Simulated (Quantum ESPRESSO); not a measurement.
## KNiF3: which magnetic order is lowest

Wanted: the moments of KNiF3 and the energy of each order that was tried.

Calculated with Quantum ESPRESSO 7.5; PBEsol; plane waves with GBRV 1.5 PBEsol potentials, no spin-orbit coupling.

The database entry behind the starting cell differs from later determinations by our own check (about 0.35 % short), so it need not match the best structure at ambient conditions.

**1. The starting structure**

The structure is cubic, space group Pm-3m (No. 221). The conventional cell has a = 4.000 Å, b = 4.000 Å, c = 4.000 Å, α = 90.00°, β = 90.00°, γ = 90.00°. K has 12 F at 2.83 Å nearest. Ni has 6 F at 2.00 Å nearest. F has 2 Ni at 2.00 Å and 4 K at 2.83 Å nearest. Farther neighbours and most contacts between anions are not listed.

The cell comes from the Crystallography Open Database.

**2. Run 1 (ferro +)**

The signs are those of the starting moments on the seeded atoms, the atoms that are given a moment.

File pw.in:

```
&CONTROL
  calculation = 'scf'
  prefix = 'pwscf'
  outdir = './tmp'
  pseudo_dir = './pseudo'
  disk_io = 'nowf'
/
&SYSTEM
  ibrav = 0
  nat = 5
  ntyp = 3
  ecutwfc = 40
  ecutrho = 280
  nbnd = 34
  occupations = 'smearing'
  smearing = 'fd'
  degauss = 0.00367493
  nspin = 2
  starting_magnetization(1) = 0
  starting_magnetization(2) = 0.1111
  starting_magnetization(3) = 0
/
&ELECTRONS
  conv_thr = 1d-08
  electron_maxstep = 150
  mixing_beta = 0.3
/
ATOMIC_SPECIES
K      39.0983 k_pbesol_v1.4.uspp.F.UPF
Ni     58.6934 ni_pbesol_v1.4.uspp.F.UPF
F      18.9984 f_pbesol_v1.4.uspp.F.UPF
CELL_PARAMETERS angstrom
   4.0000000000    0.0000000000    0.0000000000
   0.0000000000    4.0000000000    0.0000000000
   0.0000000000    0.0000000000    4.0000000000
ATOMIC_POSITIONS crystal
K       0.0000000000    0.0000000000    0.0000000000
Ni      0.5000000000    0.5000000000    0.5000000000
F       0.5000000000    0.5000000000    0.0000000000
F       0.0000000000    0.5000000000    0.5000000000
F       0.5000000000    0.0000000000    0.5000000000
K_POINTS automatic
6 6 6 0 0 0
```

Command:

```
$ OMP_NUM_THREADS=1 mpirun -n 4 pw.x -nk 4 -in pw.in > pw.out
```

What it wrote:

```text
Program PWSCF v.7.5 starts

     Message from routine setup:
     using ibrav=0 with symmetry is DISCOURAGED, use correct ibrav instead

     K-points division:     npool     =       4
     Subspace diagonalization in iterative solution of the eigenvalue problem:

     G-vector sticks info
     --------------------
     sticks:   dense  smooth     PW     G-vecs:    dense   smooth      PW
     Sum        1281     725    221                34265    14771    2517

     Using Slab Decomposition

     bravais-lattice index     =            0
     lattice parameter (alat)  =       7.5589  a.u.
     unit-cell volume          =     431.8934 (a.u.)^3
     number of atoms/cell      =            5
     number of atomic types    =            3
     number of electrons       =        48.00
     number of Kohn-Sham states=           34
     kinetic-energy cutoff     =      40.0000  Ry
     charge density cutoff     =     280.0000  Ry
     scf convergence threshold =      1.0E-08
     mixing beta               =       0.3000
     number of iterations used =            8  plain     mixing
     Exchange-correlation= SLA  PW   PSX  PSC
                           (   1   4  10   8   0   0   0)

     celldm(1)=   7.558904  celldm(2)=   0.000000  celldm(3)=   0.000000
     celldm(4)=   0.000000  celldm(5)=   0.000000  celldm(6)=   0.000000

     crystal axes: (cart. coord. in units of alat)
               a(1) = (   1.000000   0.000000   0.000000 )
               a(2) = (   0.000000   1.000000   0.000000 )
               a(3) = (   0.000000   0.000000   1.000000 )

     reciprocal axes: (cart. coord. in units 2 pi/alat)
               b(1) = (  1.000000  0.000000  0.000000 )
               b(2) = (  0.000000  1.000000  0.000000 )
               b(3) = (  0.000000  0.000000  1.000000 )

     PseudoPot. # 1 for K  read from file:
     k_pbesol_v1.4.uspp.F.UPF
     Pseudo is Ultrasoft + core correction, Zval =  9.0
     Generated by new atomic code, or converted to UPF format
     Using radial grid of  841 points,  6 beta functions with:
                l(1) =   0
                l(2) =   0
                l(3) =   1
                l(4) =   1
                l(5) =   2
                l(6) =   2
     Q(r) pseudized with  6 coefficients,  rinner =    1.500   1.500   1.500
                                                       1.500   1.500

     PseudoPot. # 2 for Ni read from file:
     ni_pbesol_v1.4.uspp.F.UPF
     Pseudo is Ultrasoft + core correction, Zval = 18.0
     Generated by new atomic code, or converted to UPF format
     Using radial grid of  865 points,  6 beta functions with:
                l(1) =   0
                l(2) =   0
                l(3) =   1
                l(4) =   1
                l(5) =   2
                l(6) =   2
     Q(r) pseudized with 10 coefficients,  rinner =    0.980   0.980   0.980
                                                       0.980   0.980

     PseudoPot. # 3 for F  read from file:
     f_pbesol_v1.4.uspp.F.UPF
     Pseudo is Ultrasoft, Zval =  7.0
     Generated by new atomic code, or converted to UPF format
     Using radial grid of  799 points,  4 beta functions with:
                l(1) =   0
                l(2) =   0
                l(3) =   1
                l(4) =   1
     Q(r) pseudized with  8 coefficients,  rinner =    0.950   0.950   0.950

     atomic species   valence    mass     pseudopotential
     K                 9.00    39.09830     K ( 1.00)
     Ni               18.00    58.69340     Ni( 1.00)
     F                 7.00    18.99840     F ( 1.00)

     Starting magnetic structure
     atomic species   magnetization
     K               0.000
     Ni              0.111
     F               0.000

     48 Sym. Ops., with inversion, found

   Cartesian axes

     site n.     atom                  positions (alat units)
         1        K      tau(   1) = (   0.0000000   0.0000000   0.0000000  )
         2        Ni     tau(   2) = (   0.5000000   0.5000000   0.5000000  )
         3        F      tau(   3) = (   0.5000000   0.5000000   0.0000000  )
         4        F      tau(   4) = (   0.0000000   0.5000000   0.5000000  )
         5        F      tau(   5) = (   0.5000000   0.0000000   0.5000000  )

     number of k points=    20  Fermi-Dirac smearing, width (Ry)=  0.0037
                       cart. coord. in units 2pi/alat
        k(    1) = (   0.0000000   0.0000000   0.0000000), wk =   0.0046296
        k(    2) = (   0.0000000   0.0000000   0.1666667), wk =   0.0277778
        k(    3) = (   0.0000000   0.0000000   0.3333333), wk =   0.0277778
        k(    4) = (   0.0000000   0.0000000  -0.5000000), wk =   0.0138889
        k(    5) = (   0.0000000   0.1666667   0.1666667), wk =   0.0555556
        [... 15 further k-points ...]

     Dense  grid:    34265 G-vectors     FFT dimensions: (  45,  45,  45)

     Smooth grid:    14771 G-vectors     FFT dimensions: (  32,  32,  32)

     Check: negative core charge=   -0.000006
     Generating pointlists ...
     new r_m :   0.2917 (alat units)  2.2048 (a.u.) for type    1
     new r_m :   0.2063 (alat units)  1.5590 (a.u.) for type    2
     new r_m :   0.2063 (alat units)  1.5590 (a.u.) for type    3

     Initial potential from superposition of free atoms

     starting charge      45.4963, renormalised to      48.0000
     Starting wfcs are   33 randomized atomic wfcs +    1 random wfcs

     Self-consistent Calculation

     iteration #  1     ecut=    40.00 Ry     beta= 0.30
     Davidson diagonalization with overlap
     ethr =  1.00E-02,  avg # of iterations =  6.8

     total energy              =    -537.60984650 Ry
     estimated scf accuracy    <      21.42383479 Ry

     total magnetization       =     1.95 Bohr mag/cell
     absolute magnetization    =     2.11 Bohr mag/cell

     iteration #  2     ecut=    40.00 Ry     beta= 0.30
     Davidson diagonalization with overlap
     ethr =  1.00E-02,  avg # of iterations =  3.6

     total energy              =    -545.36603309 Ry
     estimated scf accuracy    <      13.09138591 Ry

     total magnetization       =     0.12 Bohr mag/cell
     absolute magnetization    =     0.17 Bohr mag/cell

     iteration #  3     ecut=    40.00 Ry     beta= 0.30
     Davidson diagonalization with overlap
     ethr =  1.00E-02,  avg # of iterations =  2.0

     total energy              =    -545.70987709 Ry
     estimated scf accuracy    <       1.38236370 Ry

     total magnetization       =     0.69 Bohr mag/cell
     absolute magnetization    =     0.69 Bohr mag/cell

     [... further iterations left out ...]

     iteration # 19     ecut=    40.00 Ry     beta= 0.30
     Davidson diagonalization with overlap
     ethr =  2.62E-09,  avg # of iterations =  1.0

     total energy              =    -545.84751897 Ry
     estimated scf accuracy    <       0.00000921 Ry

     total magnetization       =     1.99 Bohr mag/cell
     absolute magnetization    =     2.03 Bohr mag/cell

     iteration # 20     ecut=    40.00 Ry     beta= 0.30
     Davidson diagonalization with overlap
     ethr =  2.62E-09,  avg # of iterations =  2.9

     total energy              =    -545.84752045 Ry
     estimated scf accuracy    <       0.00000004 Ry

     total magnetization       =     1.99 Bohr mag/cell
     absolute magnetization    =     2.03 Bohr mag/cell

     iteration # 21     ecut=    40.00 Ry     beta= 0.30
     Davidson diagonalization with overlap
     ethr =  8.94E-11,  avg # of iterations =  3.6

     total energy              =    -545.84752066 Ry
     estimated scf accuracy    <       0.00000015 Ry

     total magnetization       =     1.99 Bohr mag/cell
     absolute magnetization    =     2.03 Bohr mag/cell

     iteration # 22     ecut=    40.00 Ry     beta= 0.30
     Davidson diagonalization with overlap
     ethr =  8.94E-11,  avg # of iterations =  2.1

     Magnetic moment per site  (integrated on atomic sphere of radius R)
     atom   1 (R=0.292)  charge=  7.6173  magn= -0.0012
     atom   2 (R=0.206)  charge= 15.4073  magn=  1.6750
     atom   3 (R=0.206)  charge=  6.5009  magn=  0.0867
     atom   4 (R=0.206)  charge=  6.5009  magn=  0.0867
     atom   5 (R=0.206)  charge=  6.5009  magn=  0.0867

     End of self-consistent calculation

     [... lines left out ...]
     the Fermi energy is     6.7275 ev

!    total energy              =    -545.84752077 Ry
     estimated scf accuracy    <          2.0E-09 Ry
     smearing contrib. (-TS)   =      -0.00022315 Ry
     internal energy E=F+TS    =    -545.84729762 Ry

     The total energy is F=E-TS. E is the sum of the following terms:
     one-electron contribution =    -387.65242597 Ry
     hartree contribution      =     216.63663073 Ry
     xc contribution           =     -71.87824306 Ry
     ewald contribution        =    -302.95325932 Ry

     total magnetization       =     1.99 Bohr mag/cell
     absolute magnetization    =     2.03 Bohr mag/cell

     convergence has been achieved in  22 iterations

=------------------------------------------------------------------------------=
   JOB DONE.
=------------------------------------------------------------------------------=
```

It took 17 s on 4 MPI ranks of Intel Xeon Platinum 8375C at 2.90GHz (Ice Lake), shared host; peak memory 0.44 GiB; 67 s of CPU time.

Spin moment in the atom's sphere by atom:

```csv
atom,spin moment in the atom's sphere (μB)
K1,0.00
Ni2,1.68
F3,0.09
F4,0.09
F5,0.09
```

Read from the output:

```yaml
smearing_term_ts: 0.003036 eV
magnetization: 1.99 μB
absolute_magnetization: 2.031 μB
final_state: ferromagnetic
```

**3. Start 2: antiferro q=(0,1/2,1/2) +−**

The cell is doubled to 10 atoms to hold this order. The wavevector q is in fractions of the reciprocal vectors of the crystal's primitive cell, as the cells of these inputs are built from it; moments change sign between cells as cos(2π q·R).

File pw.in:

```
&CONTROL
  calculation = 'scf'
  prefix = 'pwscf'
  outdir = './tmp'
  pseudo_dir = './pseudo'
  disk_io = 'nowf'
/
&SYSTEM
  ibrav = 0
  nat = 10
  ntyp = 4
  ecutwfc = 40
  ecutrho = 280
  nbnd = 62
  occupations = 'smearing'
  smearing = 'fd'
  degauss = 0.00367493
  nspin = 2
  starting_magnetization(1) = 0
  starting_magnetization(2) = 0.1111
  starting_magnetization(3) = -0.1111
  starting_magnetization(4) = 0
/
&ELECTRONS
  conv_thr = 2d-08
  electron_maxstep = 150
  mixing_beta = 0.3
/
ATOMIC_SPECIES
K      39.0983 k_pbesol_v1.4.uspp.F.UPF
Ni1    58.6934 ni_pbesol_v1.4.uspp.F.UPF
Ni2    58.6934 ni_pbesol_v1.4.uspp.F.UPF
F      18.9984 f_pbesol_v1.4.uspp.F.UPF
CELL_PARAMETERS angstrom
   4.0000000000    0.0000000000    0.0000000000
   0.0000000000    8.0000000000    0.0000000000
   0.0000000000    4.0000000000    4.0000000000
ATOMIC_POSITIONS crystal
K       0.0000000000    0.0000000000    0.0000000000
K       0.0000000000    0.5000000000    0.0000000000
Ni1     0.5000000000    0.0000000000    0.5000000000
Ni2     0.5000000000    0.5000000000    0.5000000000
F       0.5000000000    0.2500000000    0.0000000000
F       0.5000000000    0.7500000000    0.0000000000
F       0.0000000000    0.0000000000    0.5000000000
F       0.0000000000    0.5000000000    0.5000000000
F       0.5000000000    0.7500000000    0.5000000000
F       0.5000000000    0.2500000000    0.5000000000
K_POINTS automatic
6 3 6 0 0 0
```

What it wrote:

```text
[banner, memory and clock lines left out]
Program PWSCF v.7.5 starts

     Message from routine setup:
     using ibrav=0 with symmetry is DISCOURAGED, use correct ibrav instead

     bravais-lattice index     =            0
     lattice parameter (alat)  =       7.5589  a.u.
     unit-cell volume          =     863.7868 (a.u.)^3
     number of atoms/cell      =           10
     number of atomic types    =            4
     number of electrons       =        96.00
     number of Kohn-Sham states=           62
     kinetic-energy cutoff     =      40.0000  Ry
     charge density cutoff     =     280.0000  Ry
     scf convergence threshold =      2.0E-08
     mixing beta               =       0.3000
     number of iterations used =            8  plain     mixing
     Exchange-correlation= SLA  PW   PSX  PSC
                           (   1   4  10   8   0   0   0)

     celldm(1)=   7.558904  celldm(2)=   0.000000  celldm(3)=   0.000000
     celldm(4)=   0.000000  celldm(5)=   0.000000  celldm(6)=   0.000000

     crystal axes: (cart. coord. in units of alat)
               a(1) = (   1.000000   0.000000   0.000000 )
               a(2) = (   0.000000   2.000000   0.000000 )
               a(3) = (   0.000000   1.000000   1.000000 )

     reciprocal axes: (cart. coord. in units 2 pi/alat)
               b(1) = (  1.000000  0.000000  0.000000 )
               b(2) = (  0.000000  0.500000 -0.500000 )
               b(3) = (  0.000000  0.000000  1.000000 )

     PseudoPot. # 1 for K  read from file:
     k_pbesol_v1.4.uspp.F.UPF
     Pseudo is Ultrasoft + core correction, Zval =  9.0

     PseudoPot. # 2 for Ni read from file:
     ni_pbesol_v1.4.uspp.F.UPF
     Pseudo is Ultrasoft + core correction, Zval = 18.0

     PseudoPot. # 3 for Ni read from file:
     ni_pbesol_v1.4.uspp.F.UPF
     Pseudo is Ultrasoft + core correction, Zval = 18.0

     PseudoPot. # 4 for F  read from file:
     f_pbesol_v1.4.uspp.F.UPF
     Pseudo is Ultrasoft, Zval =  7.0

     atomic species   valence    mass     pseudopotential
     K                 9.00    39.09830     K ( 1.00)
     Ni1              18.00    58.69340     Ni( 1.00)
     Ni2              18.00    58.69340     Ni( 1.00)
     F                 7.00    18.99840     F ( 1.00)

     Starting magnetic structure
     atomic species   magnetization
     K               0.000
     Ni1             0.111
     Ni2            -0.111
     F               0.000

     16 Sym. Ops., with inversion, found ( 8 have fractional translation)

   Cartesian axes

     site n.     atom                  positions (alat units)
         1        K      tau(   1) = (   0.0000000   0.0000000   0.0000000  )
         2        K      tau(   2) = (   0.0000000   1.0000000   0.0000000  )
         3        Ni1    tau(   3) = (   0.5000000   0.5000000   0.5000000  )
         4        Ni2    tau(   4) = (   0.5000000   1.5000000   0.5000000  )
         5        F      tau(   5) = (   0.5000000   0.5000000   0.0000000  )
         6        F      tau(   6) = (   0.5000000   1.5000000   0.0000000  )
         7        F      tau(   7) = (   0.0000000   0.5000000   0.5000000  )
         8        F      tau(   8) = (   0.0000000   1.5000000   0.5000000  )
         9        F      tau(   9) = (   0.5000000   2.0000000   0.5000000  )
        10        F      tau(  10) = (   0.5000000   1.0000000   0.5000000  )

     number of k points=    24  Fermi-Dirac smearing, width (Ry)=  0.0037
                       cart. coord. in units 2pi/alat
        k(    1) = (   0.0000000   0.0000000   0.0000000), wk =   0.0092593
        k(    2) = (   0.0000000   0.0000000   0.1666667), wk =   0.0370370
        k(    3) = (   0.0000000   0.0000000   0.3333333), wk =   0.0370370
        k(    4) = (   0.0000000   0.0000000  -0.5000000), wk =   0.0092593
        k(    5) = (   0.0000000   0.1666667  -0.1666667), wk =   0.0370370
        [... 19 further k-points ...]

     Dense  grid:    68361 G-vectors     FFT dimensions: (  45,  90,  60)

     Smooth grid:    29607 G-vectors     FFT dimensions: (  32,  64,  45)

     Check: negative core charge=   -0.000006
     Generating pointlists ...
     new r_m :   0.2917 (alat units)  2.2048 (a.u.) for type    1
     new r_m :   0.2063 (alat units)  1.5590 (a.u.) for type    2
     new r_m :   0.2063 (alat units)  1.5590 (a.u.) for type    3
     new r_m :   0.2063 (alat units)  1.5590 (a.u.) for type    4

     Initial potential from superposition of free atoms

     starting charge      90.9927, renormalised to      96.0000
     Starting wfcs are   66 randomized atomic wfcs

     Self-consistent Calculation

     iteration #  1     ecut=    40.00 Ry     beta= 0.30
     Davidson diagonalization with overlap
     ethr =  1.00E-02,  avg # of iterations =  8.3

     total energy              =   -1075.21860812 Ry
     estimated scf accuracy    <      42.80120497 Ry

     total magnetization       =     0.01 Bohr mag/cell
     absolute magnetization    =     3.82 Bohr mag/cell

     iteration #  2     ecut=    40.00 Ry     beta= 0.30
     Davidson diagonalization with overlap
     ethr =  1.00E-02,  avg # of iterations =  3.7

     total energy              =   -1090.74595921 Ry
     estimated scf accuracy    <      26.07608757 Ry

     total magnetization       =     0.00 Bohr mag/cell
     absolute magnetization    =     0.25 Bohr mag/cell

     [... further iterations left out ...]

     iteration # 16     ecut=    40.00 Ry     beta= 0.30
     Davidson diagonalization with overlap
     ethr =  2.34E-10,  avg # of iterations =  4.1

     total energy              =   -1091.72180394 Ry
     estimated scf accuracy    <       0.00000006 Ry

     total magnetization       =     0.00 Bohr mag/cell
     absolute magnetization    =     3.56 Bohr mag/cell

     iteration # 17     ecut=    40.00 Ry     beta= 0.30
     Davidson diagonalization with overlap
     ethr =  6.65E-11,  avg # of iterations =  2.4

     Magnetic moment per site  (integrated on atomic sphere of radius R)
     atom   1 (R=0.292)  charge=  7.6168  magn= -0.0000
     atom   2 (R=0.292)  charge=  7.6168  magn= -0.0000
     atom   3 (R=0.206)  charge= 15.4230  magn=  1.5410
     atom   4 (R=0.206)  charge= 15.4229  magn= -1.5410
     atom   5 (R=0.206)  charge=  6.4942  magn=  0.0000
     atom   6 (R=0.206)  charge=  6.4942  magn=  0.0000
     atom   7 (R=0.206)  charge=  6.4988  magn=  0.0729
     atom   8 (R=0.206)  charge=  6.4988  magn= -0.0728
     atom   9 (R=0.206)  charge=  6.4941  magn=  0.0000
     atom  10 (R=0.206)  charge=  6.4941  magn=  0.0000

     End of self-consistent calculation

     [... lines left out ...]
     the Fermi energy is     6.8250 ev

!    total energy              =   -1091.72180503 Ry
     estimated scf accuracy    <       0.00000002 Ry
     smearing contrib. (-TS)   =      -0.00004240 Ry
     internal energy E=F+TS    =   -1091.72176263 Ry

     The total energy is F=E-TS. E is the sum of the following terms:
     one-electron contribution =    -775.65582382 Ry
     hartree contribution      =     433.55809158 Ry
     xc contribution           =    -143.71751174 Ry
     ewald contribution        =    -605.90651864 Ry

     total magnetization       =    -0.00 Bohr mag/cell
     absolute magnetization    =     3.56 Bohr mag/cell

     convergence has been achieved in  17 iterations
```

Elapsed: 80 s, on 4 MPI ranks; peak memory 0.84 GiB; 5.3 min of CPU time.

Spin moment in the atom's sphere by atom:

```csv
atom,spin moment in the atom's sphere (μB)
K1,0.00
K2,0.00
Ni3,1.54
Ni4,-1.54
F5,0.00
F6,0.00
F7,0.07
F8,-0.07
F9,0.00
F10,0.00
```

Numbers from this step:

```
smearing term TS       : 5.77e-4 eV
magnetization          : 0 μB
absolute magnetization : 3.555 μB
final state            : antiferromagnetic
```

[end of part 1 of 2]

[Logs and program files are shortened in this print: banners, set-up blocks, solver, clock and traceback lines can be left out without a mark of their own.]

[Logs are printed without paths, hosts, clocks, repeated set-up lines and the standing remarks that a program may print on its own settings, such as how far it seeks lower states.]

[Hosts, paths, dates, database ids (printed as entryN), source tags and the programs' standing remarks are cut or masked in the printed files.]

[Where a cell is said to come from a database of computed structures, the database is the Materials Project.]
